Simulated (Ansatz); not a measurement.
# Rb on V(100): change of the work function, part 3 of 3

How does one ordered layer of Rb (top site) change the work function of V(100), and what dipole does each adsorbate carry?

Ansatz 0.2.0; plane-wave DFT, PBE-D3(BJ), Ansatz PAW (the session's first sound run).

So far, work function, upper face (eV): step 2 (the clean slab) 3.71; step 3 (21 atoms, coverage 0.25 ML, cell 2x2) 1.73.

### Step 5. Another level of theory, functional LDA

This step: plane-wave DFT, LDA, Ansatz PAW (Ansatz 0.2.0).

The geometry is kept and the functional is LDA; other changes against the main runs: no dispersion term, which doesn't act on the electrons.

The input, input.yaml:

```yaml
crystal:
  lattice:
    - [6.04, 0.0, 0.0]
    - [0.0, 6.04, 0.0]
    - [0.0, 0.0, 27.620325579]
  atoms:
    - { symbol: V, position: [0.0, 0.0, 0.3258469917] }
    - { symbol: V, position: [0.25, 0.25, 0.3805168759] }
    - { symbol: V, position: [0.0, 0.0, 0.4316472781] }
    - { symbol: V, position: [0.2522120104, 0.2522120104, 0.4867247894] }
    - { symbol: V, position: [0.0, 0.0, 0.527727249] }
    - { symbol: V, position: [0.0, 0.5, 0.3258469917] }
    - { symbol: V, position: [0.25, 0.75, 0.3805168759] }
    - { symbol: V, position: [0.0, 0.5, 0.4322938916] }
    - { symbol: V, position: [0.2522120104, 0.7477879896, 0.4867247894] }
    - { symbol: V, position: [0.0, 0.5, 0.5331573177] }
    - { symbol: V, position: [0.5, 0.0, 0.3258469917] }
    - { symbol: V, position: [0.75, 0.25, 0.3805168759] }
    - { symbol: V, position: [0.5, 0.0, 0.4322938916] }
    - { symbol: V, position: [0.7477879896, 0.2522120104, 0.4867247894] }
    - { symbol: V, position: [0.5, 0.0, 0.5331573177] }
    - { symbol: V, position: [0.5, 0.5, 0.3258469917] }
    - { symbol: V, position: [0.75, 0.75, 0.3805168759] }
    - { symbol: V, position: [0.5, 0.5, 0.4327696361] }
    - { symbol: V, position: [0.7477879896, 0.7477879896, 0.4867247894] }
    - { symbol: V, position: [0.5, 0.5, 0.5348252062] }
    - { symbol: Rb, position: [0.0, 0.0, 0.6444561766] }
kpoints:
  mp_grid: { grid: [5, 5, 1] }
hamiltonian:
  xc: lda
scf:
  occupations: { method: fermi_dirac, width: 0.1 }
  convergence: { dr2_threshold: 1.0e-08 }
efield:
  axis: 3
  dipole_correction: true
  ramp_position: 0.97
  ramp_width: 0.06
output:
  write_potential: true
  write_density: true
  volumetric_format: npy
```

On the command line:

```
> ansatz run input.yaml --threads 4 --pin off --max-ram 6144MiB --backend cpu --events-out ev --progress --plain --runs-dir out
```

Log:

```text
[...]
Crystal: 21 atoms, lattice volume = 1007.634 Å³
Basis set: ecut = 420 eV, 19697 PW (Γ)
Bands: 162, of which v1, the nominal top of the filled ones, is band 135 counted from 1 (134 counted from 0)
Symmetry: 8 space group operations
[...]
k-points: 6 of 25
[...]
SCF iter   1: F=—  HF=-60367.102853 eV  |F-HF|=—  |Δ(HF+E_count)|=         —  Δρ=2.04e-2  dr2=3.75e1  ethr=1.77e-3  p=0.522 e·Å  D=9.38e-2 V/Å  ΔV_dip=-2.59 eV  dr2_dipole=1.08e1  V_vac-E_F(+/−)=1.61/4.20 eV  ⟨swp⟩=11.2  Hψ=4465  notcnv=0
[...]
SCF iter  11: F=-60366.579916 eV  HF=-60366.579916 eV  |F-HF|=9.90e-9  |Δ(HF+E_count)|=   2.53e-8  Δρ=5.47e-7  dr2=4.72e-9  ethr=3.72e-12  p=0.438 e·Å  D=7.86e-2 V/Å  ΔV_dip=-2.17 eV  dr2_dipole=2.12e-11  V_vac-E_F(+/−)=1.90/4.07 eV  ⟨swp⟩=8.8  Hψ=3614  notcnv=0
SCF 1 converged in 11 iterations: F = -60366.579916 eV  dr2 = 4.72e-9
[...]
SCF converged after 11 iterations
Free energy (F): -60366.579916 eV
[...]
Internal energy: -60365.665240 eV  (E = F + TS)
E sigma→0 (E₀):  -60366.122578 eV
Entropy (-TS):   -0.914675 eV (-43.556 meV/atom)
Fermi energy:    2.687652 eV
Dipole field:    D = 0.078632 V/Å  (p = 0.437867 e·Å, saw-weighted, corrected)
Work function:   Φ+ = 1.8983 eV   Φ− = 4.0701 eV
[...]
--- Band table (eV; the first three rows and the last of 6) ---
  k-point 0: bands = [... 131 lower, 2.4627, 2.7065, 2.7823, 2.9208, 2.9208, 3.0685, 3.0685, 3.1019, ... 23 higher]
  k-point 1: bands = [... 131 lower, 2.5464, 2.6257, 2.6878, 2.7216, 2.8717, 2.9963, 3.0490, 3.1189, ... 23 higher]
  k-point 2: bands = [... 131 lower, 2.5406, 2.5739, 2.6604, 2.7372, 2.7389, 2.7717, 2.9272, 2.9763, ... 23 higher]
  k-point 5: bands = [... 131 lower, 2.1807, 2.2070, 2.2441, 2.2469, 2.6320, 2.9176, 2.9218, 2.9339, ... 23 higher]
```

It took 2.3 min on 4 threads of Arm Neoverse N1, shared host; peak memory 3.3 GiB; 7.6 min of CPU time.

Read from the output:

```
energy at zero smearing        : -60366.1226 eV
work function, upper face      : 1.898 eV
work function, lower face      : 4.070 eV
dipole along the normal        : 0.4379 e·Å
step between the vacuum levels : -2.172 eV
```

The work function comes to 1.90 eV, +0.16 eV from the first level.

### Step 6. Another level of theory, functional RPBE

This step: plane-wave DFT, RPBE, Ansatz PAW (Ansatz 0.2.0).

The geometry is kept and the functional is RPBE; other changes against the main runs: no dispersion term, which doesn't act on the electrons.

input.yaml, as its differences from that of step 5:

```diff
@@ -30,3 +30,3 @@
 hamiltonian:
-  xc: lda
+  xc: rpbe
 scf:
```

Log:

```text
[...]
Crystal: 21 atoms, lattice volume = 1007.634 Å³
Basis set: ecut = 420 eV, 19697 PW (Γ)
Bands: 162, of which v1, the nominal top of the filled ones, is band 135 counted from 1 (134 counted from 0)
Symmetry: 8 space group operations
[...]
k-points: 6 of 25
[...]
SCF iter   1: F=—  HF=-61601.333185 eV  |F-HF|=—  |Δ(HF+E_count)|=         —  Δρ=1.98e-2  dr2=3.90e1  ethr=1.77e-3  p=0.522 e·Å  D=9.38e-2 V/Å  ΔV_dip=-2.59 eV  dr2_dipole=1.26e1  V_vac-E_F(+/−)=1.18/3.77 eV  ⟨swp⟩=11.8  Hψ=4612  notcnv=0
[...]
SCF iter  11: F=-61600.838419 eV  HF=-61600.838419 eV  |F-HF|=4.23e-8  |Δ(HF+E_count)|=   5.88e-8  Δρ=7.72e-7  dr2=8.24e-9  ethr=3.72e-12  p=0.408 e·Å  D=7.33e-2 V/Å  ΔV_dip=-2.02 eV  dr2_dipole=1.50e-10  V_vac-E_F(+/−)=1.66/3.68 eV  ⟨swp⟩=10.7  Hψ=3905  notcnv=0
SCF 1 converged in 11 iterations: F = -61600.838419 eV  dr2 = 8.24e-9
[...]
SCF converged after 11 iterations
Free energy (F): -61600.838419 eV
[...]
Internal energy: -61599.947257 eV  (E = F + TS)
E sigma→0 (E₀):  -61600.392838 eV
Entropy (-TS):   -0.891163 eV (-42.436 meV/atom)
Fermi energy:    3.044876 eV
Dipole field:    D = 0.073305 V/Å  (p = 0.408201 e·Å, saw-weighted, corrected)
Work function:   Φ+ = 1.6592 eV   Φ− = 3.6840 eV
[...]
--- Band table (eV; the first three rows and the last of 6) ---
  k-point 0: bands = [... 131 lower, 2.7810, 3.0648, 3.1557, 3.2924, 3.2924, 3.4374, 3.4374, 3.4652, ... 23 higher]
  k-point 1: bands = [... 131 lower, 2.9186, 2.9875, 3.0517, 3.0675, 3.2417, 3.3661, 3.4146, 3.4532, ... 23 higher]
  k-point 2: bands = [... 131 lower, 2.9001, 2.9137, 2.9968, 3.1043, 3.1070, 3.1393, 3.2917, 3.3108, ... 23 higher]
  k-point 5: bands = [... 131 lower, 2.5500, 2.5598, 2.5875, 2.5967, 2.9960, 3.2879, 3.2931, 3.3023, ... 23 higher]
```

Wall time 2.4 min (4 threads); peak memory 3.4 GiB; 7.6 min of CPU time.

Read from the output:

| Quantity | Value |
| --- | --- |
| energy at zero smearing | -61600.3928 eV |
| work function, upper face | 1.659 eV |
| work function, lower face | 3.684 eV |
| dipole along the normal | 0.4082 e·Å |
| step between the vacuum levels | -2.025 eV |

The work function comes to 1.66 eV, -0.08 eV from the first level.

### Step 7. Another level of theory, functional revpbe

This step: plane-wave DFT, revPBE, Ansatz PAW (Ansatz 0.2.0).

The geometry is kept and the functional is revPBE; other changes against the main runs: no dispersion term, which doesn't act on the electrons.

input.yaml, as its differences from that of step 6:

```diff
@@ -30,3 +30,3 @@
 hamiltonian:
-  xc: rpbe
+  xc: revpbe
 scf:
```

Log:

```text
[...]
Crystal: 21 atoms, lattice volume = 1007.634 Å³
Basis set: ecut = 420 eV, 19697 PW (Γ)
Bands: 162, of which v1, the nominal top of the filled ones, is band 135 counted from 1 (134 counted from 0)
Symmetry: 8 space group operations
[...]
k-points: 6 of 25
[...]
k-point 0: bands = [... 131 lower, 2.7783, 3.0613, 3.1497, 3.2866, 3.2866, 3.4318, 3.4318, 3.4596, ... 23 higher]
  k-point 1: bands = [... 131 lower, 2.9127, 2.9827, 3.0469, 3.0623, 3.2365, 3.3603, 3.4089, 3.4500, ... 23 higher]
  k-point 2: bands = [... 131 lower, 2.8946, 2.9100, 2.9933, 3.0988, 3.1014, 3.1337, 3.2866, 3.3081, ... 23 higher]
  k-point 5: bands = [... 131 lower, 2.5441, 2.5550, 2.5831, 2.5919, 2.9905, 3.2821, 3.2872, 3.2964, ... 23 higher]
[key lines of the parts left out:]
SCF converged after 12 iterations
Free energy (F): -61573.436770 eV
Fermi energy:    3.039886 eV
Dipole field:    D = 0.075215 V/Å  (p = 0.418838 e·Å, saw-weighted, corrected)
Work function:   Φ+ = 1.6222 eV   Φ− = 3.6997 eV
```

It took 2.5 min on 4 threads; peak memory 3.4 GiB.

The work function comes to 1.62 eV, -0.11 eV from the first level.

### Step 8. Comparing the runs

Times are for 4 threads of Arm Neoverse N1, shared host. The runs compared:

```csv
no.,functional,"work function, upper face (eV)",dipole along the normal (e·Å),time,memory (GiB)
1,lda,1.898,0.4379,2.3 min,3.3
2,rpbe,1.659,0.4082,2.4 min,3.4
3,revpbe,1.622,0.4188,2.5 min,3.4
```

### Step 9. The same run with other settings

This step: plane-wave DFT, PBE-D3(BJ), Ansatz PAW (Ansatz 0.2.0).

An input spoilt on purpose, to show how the run answers: it repeats the earlier run at 0.25 ML with total_charge to 0.5, and scf.max_iter set to 50; its output block differs too.

The input, input.yaml:

```yaml
crystal:
  lattice:
    - [6.04, 0.0, 0.0]
    - [0.0, 6.04, 0.0]
    - [0.0, 0.0, 27.620325579]
  atoms:
    - { symbol: V, position: [0.0, 0.0, 0.3258469917] }
    - { symbol: V, position: [0.25, 0.25, 0.3805168759] }
    - { symbol: V, position: [0.0, 0.0, 0.4323935342] }
    - { symbol: V, position: [0.25, 0.25, 0.486789187] }
    - { symbol: V, position: [0.0, 0.0, 0.5323552591] }
    - { symbol: V, position: [0.0, 0.5, 0.3258469917] }
    - { symbol: V, position: [0.25, 0.75, 0.3805168759] }
    - { symbol: V, position: [0.0, 0.5, 0.4323935342] }
    - { symbol: V, position: [0.25, 0.75, 0.486789187] }
    - { symbol: V, position: [0.0, 0.5, 0.5323552591] }
    - { symbol: V, position: [0.5, 0.0, 0.3258469917] }
    - { symbol: V, position: [0.75, 0.25, 0.3805168759] }
    - { symbol: V, position: [0.5, 0.0, 0.4323935342] }
    - { symbol: V, position: [0.75, 0.25, 0.486789187] }
    - { symbol: V, position: [0.5, 0.0, 0.5323552591] }
    - { symbol: V, position: [0.5, 0.5, 0.3258469917] }
    - { symbol: V, position: [0.75, 0.75, 0.3805168759] }
    - { symbol: V, position: [0.5, 0.5, 0.4323935342] }
    - { symbol: V, position: [0.75, 0.75, 0.486789187] }
    - { symbol: V, position: [0.5, 0.5, 0.5323552591] }
    - { symbol: Rb, position: [0.0, 0.0, 0.6741530083] }
kpoints:
  mp_grid: { grid: [5, 5, 1] }
hamiltonian:
  xc: pbe
  dispersion: d3bj
scf:
  occupations: { method: fermi_dirac, width: 0.1 }
  convergence: { dr2_threshold: 1.0e-08 }
  max_iter: 50
efield:
  axis: 3
  dipole_correction: true
  ramp_position: 0.97
  ramp_width: 0.06
relax:
  f_tol: 0.02
  max_steps: 60
  constraints: [{ sites: [0, 1, 5, 6, 10, 11, 15, 16] }]
output:
  bader: true
  dos: { projected: true, e_range: [-8, 4] }
  write_potential: true
  write_density: true
  volumetric_format: npy
total_charge: 0.5
```

Log:

```text
Error: efield: with total_charge ≠ 0 without external_charges — the saw-weighted dipole of a charged cell depends on the ramp position (the isolated-slab reference a dipole correction restores does not exist for a charged slab), so the field energy is ill-defined under the jellium convention; neutralise the cell or drop the efield: block, which crystal.periodic lets a charged slab do
```

Wall time 0.03 s (4 threads); peak memory 0.08 GiB.

The input was rejected at the start.

The program's message: “Error: efield: with total_charge ≠ 0 without external_charges — the saw-weighted dipole of a charged cell depends on the ramp position (the isolated-slab reference a dipole correction restores does no …”

The fault put into the input: a net charge in a cell with a dipole correction and no gate.

### Step 10. The same run with other settings: basis.ecutwfc = "700 eV"

System of this step: V(100). The cell holds 5 atoms: 5 V. Cell: a = 3.020 Å, b = 3.020 Å, c = 24.040 Å, α = 90.0°, β = 90.0°, γ = 90.0°. Vacuum lies along c.

Another changed input: it repeats the earlier run at 0 ML with basis.ecutwfc to 700 eV; its output block differs too.

The input, input.yaml:

```yaml
crystal:
  lattice:
    - [3.02, 0.0, 0.0]
    - [0.0, 3.02, 0.0]
    - [0.0, 0.0, 24.04]
  atoms:
    - { symbol: V, position: [0.0, 0.0, 0.3743760399] }
    - { symbol: V, position: [0.5, 0.5, 0.43718802] }
    - { symbol: V, position: [0.0, 0.0, 0.5] }
    - { symbol: V, position: [0.5, 0.5, 0.56281198] }
    - { symbol: V, position: [0.0, 0.0, 0.6256239601] }
kpoints:
  mp_grid: { grid: [10, 10, 1] }
hamiltonian:
  xc: pbe
  dispersion: d3bj
scf:
  occupations: { method: fermi_dirac, width: 0.1 }
  convergence: { dr2_threshold: 1.0e-08 }
efield:
  axis: 3
  dipole_correction: true
  ramp_position: 0.97
  ramp_width: 0.06
relax:
  f_tol: 0.02
  max_steps: 60
  constraints: [{ sites: [0, 1] }]
output:
  write_potential: true
  write_density: true
  volumetric_format: npy
basis:
  ecutwfc: "700 eV"
```

Log:

```text
[...]
Crystal: 5 atoms, lattice volume = 219.254 Å³
Basis set: ecut = 700 eV, 9335 PW (Γ), exchange–correlation on 54×54×432 points (8 copies of the dense FFT grid, shifted against one another)
Bands: 39, of which v1, the nominal top of the filled ones, is band 33 counted from 1 (32 counted from 0)
Symmetry: 8 space group operations
k-points: 21 of 100
[...]
SCF iter   1: F=—  HF=-14561.409612 eV  |F-HF|=—  |Δ(HF+E_count)|=         —  Δρ=6.86e-3  dr2=9.22e-2  ethr=1.77e-3  p=0.000 e·Å  D=1.62e-13 V/Å  ΔV_dip=-0.00 eV  dr2_dipole=2.96e-8  V_vac-E_F(+/−)=3.85/3.85 eV  ⟨swp⟩=8.0  Hψ=3452  notcnv=0
[...]
SCF iter  10: F=-14561.402966 eV  HF=-14561.402966 eV  |F-HF|=4.83e-9  |Δ(HF+E_count)|=   1.24e-8  Δρ=1.20e-6  dr2=7.37e-9  ethr=1.54e-11  p=0.000 e·Å  D=7.99e-9 V/Å  ΔV_dip=-0.00 eV  dr2_dipole=8.74e-14  V_vac-E_F(+/−)=3.84/3.84 eV  ⟨swp⟩=10.4  Hψ=5594  notcnv=0
SCF 1 converged in 10 iterations: F = -14561.402966 eV  dr2 = 7.37e-9
[...]
relax step   1: F+E_penalty+E_count = -14561.40296573 eV  Δ(F+E_penalty+E_count) = +0.000e0 eV  max|allowed force component| = 1.371e0 eV/Å  Δτ_max = 0.0000 Å  (10 SCF iters, accepted)
[...]
SCF iter   1: F=—  HF=-14561.750577 eV  |F-HF|=—  |Δ(HF+E_count)|=         —  Δρ=2.35e-2  dr2=3.57e0  ethr=3.10e-3  p=0.000 e·Å  D=2.20e-9 V/Å  ΔV_dip=-0.00 eV  dr2_dipole=1.21e-2  V_vac-E_F(+/−)=3.91/3.91 eV  ⟨swp⟩=4.1  Hψ=2048  notcnv=0
[...]
SCF iter  11: F=-14561.584162 eV  HF=-14561.584162 eV  |F-HF|=8.26e-9  |Δ(HF+E_count)|=   3.66e-9  Δρ=1.11e-6  dr2=8.28e-9  ethr=1.54e-11  p=0.005 e·Å  D=4.11e-3 V/Å  ΔV_dip=-0.10 eV  dr2_dipole=2.71e-9  V_vac-E_F(+/−)=3.74/3.84 eV  ⟨swp⟩=8.4  Hψ=5549  notcnv=0
SCF 2 converged in 11 iterations: F = -14561.584162 eV  dr2 = 8.28e-9
relax step   2: F+E_penalty+E_count = -14561.58416194 eV  Δ(F+E_penalty+E_count) = -1.812e-1 eV  max|allowed force component| = 5.699e-1 eV/Å  Δτ_max = 0.1947 Å  (11 SCF iters, accepted)
SCF iter   1: F=—  HF=-14561.811091 eV  |F-HF|=—  |Δ(HF+E_count)|=         —  Δρ=2.42e-2  dr2=6.18e0  ethr=3.10e-3  p=0.005 e·Å  D=4.11e-3 V/Å  ΔV_dip=-0.10 eV  dr2_dipole=4.99e-1  V_vac-E_F(+/−)=3.80/3.90 eV  ⟨swp⟩=4.5  Hψ=2174  notcnv=0
[...]
SCF iter  11: F=-14561.619045 eV  HF=-14561.619045 eV  |F-HF|=7.51e-10  |Δ(HF+E_count)|=   1.16e-8  Δρ=1.24e-6  dr2=4.88e-9  ethr=1.54e-11  p=0.006 e·Å  D=4.71e-3 V/Å  ΔV_dip=-0.11 eV  dr2_dipole=5.43e-11  V_vac-E_F(+/−)=3.71/3.83 eV  ⟨swp⟩=10.0  Hψ=5524  notcnv=0
SCF 3 converged in 11 iterations: F = -14561.619045 eV  dr2 = 4.88e-9
relax step   3: F+E_penalty+E_count = -14561.61904468 eV  Δ(F+E_penalty+E_count) = -3.488e-2 eV  max|allowed force component| = 1.168e-1 eV/Å  Δτ_max = 0.1821 Å  (11 SCF iters, accepted)
[...]
relax step   4: F+E_penalty+E_count = -14561.62244794 eV  Δ(F+E_penalty+E_count) = -3.403e-3 eV  max|allowed force component| = 3.158e-2 eV/Å  Δτ_max = 0.0400 Å  (10 SCF iters, accepted)
SCF iter   1: F=—  HF=-14561.622662 eV  |F-HF|=—  |Δ(HF+E_count)|=         —  Δρ=8.08e-4  dr2=9.91e-3  ethr=8.52e-5  p=0.006 e·Å  D=4.89e-3 V/Å  ΔV_dip=-0.12 eV  dr2_dipole=1.96e-3  V_vac-E_F(+/−)=3.71/3.83 eV  ⟨swp⟩=1.2  Hψ=1159  notcnv=0
[...]
SCF iter   8: F=-14561.622505 eV  HF=-14561.622505 eV  |F-HF|=6.66e-10  |Δ(HF+E_count)|=  2.64e-10  Δρ=5.02e-7  dr2=1.36e-9  ethr=1.54e-11  p=0.006 e·Å  D=4.86e-3 V/Å  ΔV_dip=-0.12 eV  dr2_dipole=1.92e-10  V_vac-E_F(+/−)=3.71/3.83 eV  ⟨swp⟩=9.6  Hψ=5299  notcnv=0
SCF 5 converged in 8 iterations: F = -14561.622505 eV  dr2 = 1.36e-9
relax step   5: F+E_penalty+E_count = -14561.62250526 eV  Δ(F+E_penalty+E_count) = -5.732e-5 eV  max|allowed force component| = 1.658e-3 eV/Å  Δτ_max = 0.0036 Å  (8 SCF iters, accepted)
[...]
SCF converged after 8 iterations
Free energy (F): -14561.622505 eV
[...]
Internal energy: -14561.400800 eV  (E = F + TS)
E sigma→0 (E₀):  -14561.511653 eV
Entropy (-TS):   -0.221705 eV (-44.341 meV/atom)
Fermi energy:    2.664560 eV
Dipole field:    D = 0.004840 V/Å  (p = 0.005865 e·Å, saw-weighted, corrected)
Work function:   Φ+ = 3.7121 eV   Φ− = 3.8285 eV
[...]
--- Forces (eV/Å), atoms counted from 1 ---
  atom   1  V      0.00000000     0.00000000     1.33344008
  atom   2  V     -0.00000000     0.00000000    -1.33410147
  atom   3  V      0.00000000     0.00000000     0.00165827
  atom   4  V      0.00000000     0.00000000     0.00035724
  atom   5  V     -0.00000000    -0.00000000    -0.00135177
  max |Σ_I F_I| component: 2.36e-6 eV/Å
--- Band table (eV; the first three rows and the last of 21) ---
  k-point 0: bands = [... 29 lower, 2.7742, 2.7743, 2.9179, 2.9179, 3.0780, 3.0780, 3.2804, 3.2804, ... 2 higher]
  k-point 1: bands = [... 29 lower, 2.5312, 2.6913, 2.6984, 2.9621, 2.9891, 3.1206, 3.1481, 3.3945, ... 2 higher]
  k-point 2: bands = [... 29 lower, 2.2737, 2.2741, 2.5728, 2.7483, 2.9850, 3.0310, 3.4563, 3.7516, ... 2 higher]
  k-point 20: bands = [... 29 lower, 1.7292, 1.7292, 2.4082, 2.4082, 4.1788, 4.2279, 4.3734, 4.3734, ... 2 higher]
--- Relaxed structure (5 steps of the walk, 5 accepted, 0 SCFs on fresh bases) ---
  F+E_penalty+E_count = -14561.62250526 eV   max|allowed force component| = 1.658e-3 eV/Å
  atoms:
    - { symbol: V, position: [0.0, 0.0, 0.3743760399] }
    - { symbol: V, position: [0.500000, 0.500000, 0.437188] }
    - { symbol: V, position: [-4.991360e-18, 0, 0.496773] }
    - { symbol: V, position: [0.500000, 0.500000, 0.559268] }
    - { symbol: V, position: [-2.168055e-17, 0.0, 0.611606] }
```

It took 2 min on 4 threads; peak memory 0.9 GiB; 6 min of CPU time.

Relaxation path:

```csv
step,energy less that of the first step (eV),largest force component (eV/Å)
1,0.0000,1.3708
2,-0.1812,0.5699
3,-0.2161,0.1168
4,-0.2195,0.0316
5,-0.2195,0.0017
```

The run keeps the 8 symmetry operations that the program found, so distortions that break them were not tested.

The atoms that moved most (Å):

| atom | dx | dy | dz | length |
| --- | --- | --- | --- | --- |
| V5 | 0.000 | 0.000 | -0.337 | 0.337 |
| V4 | 0.000 | 0.000 | -0.085 | 0.085 |
| V3 | 0.000 | 0.000 | -0.078 | 0.078 |

The relaxed structure:

```xyz
5
Lattice="3.0200 0.0000 0.0000 0.0000 3.0200 0.0000 0.0000 0.0000 24.0400" Properties=species:S:1:pos:R:3
V     0.0000    0.0000    9.0000
V     1.5100    1.5100   10.5100
V     0.0000    0.0000   11.9424
V     1.5100    1.5100   13.4448
V     0.0000    0.0000   14.7030
```

This step gave:

| Quantity | Value |
| --- | --- |
| energy at zero smearing | -14561.5117 eV |
| work function, upper face | 3.712 eV |
| work function, lower face | 3.828 eV |
| dipole along the normal | 0.005865 e·Å |
| step between the vacuum levels | -0.1164 eV |

```csv
quantity,this run,earlier run,difference
"work function, upper face (eV)",3.712,3.712,-3.4e-4
"work function, lower face (eV)",3.828,3.829,-1.6e-4
dipole along the normal (e·Å),0.005865,0.005857,7.9e-6
```

Nothing in the table moves by 0.01 in its unit (for the dipole 0.5 % and 5e-5 e·Å).

### Step 11. Results

| Item | Value |
| --- | --- |
| work function of the clean face | 3.71 eV |
| work function at 0.25 ML | 1.73 eV |
| dipole per adsorbate at 0.25 ML, positive end outwards | 1.92 D |

In words: Rb lowers the work function of V(100) at the lowest coverage, by 1.98 eV: the adsorbate layer has its positive end outwards. One coverage alone was completed, so no trend follows. The slab has 5 layers, at the tabulated experimental lattice constant, one starting site was run, and quantum-size effects of a slab this thin can reach one or two tenths of an eV. The main runs have no spin polarisation; a magnetic state could lie lower and would change these results.

[Long decimals in the printed logs are rounded to 6 places.]

[Logs are printed without paths, hosts, clocks, repeated set-up lines and the standing remarks that a program may print on its own settings, such as how far it seeks lower states.]

[Hosts, paths, dates, database ids (printed as entryN), source tags and the programs' standing remarks are cut or masked in the printed files.]

[Maps of the electrostatic potential energy from Ansatz leave out the sawtooth potential of an applied field or a dipole correction, so their vacuum need not be flat; planar profiles and work functions include it.]
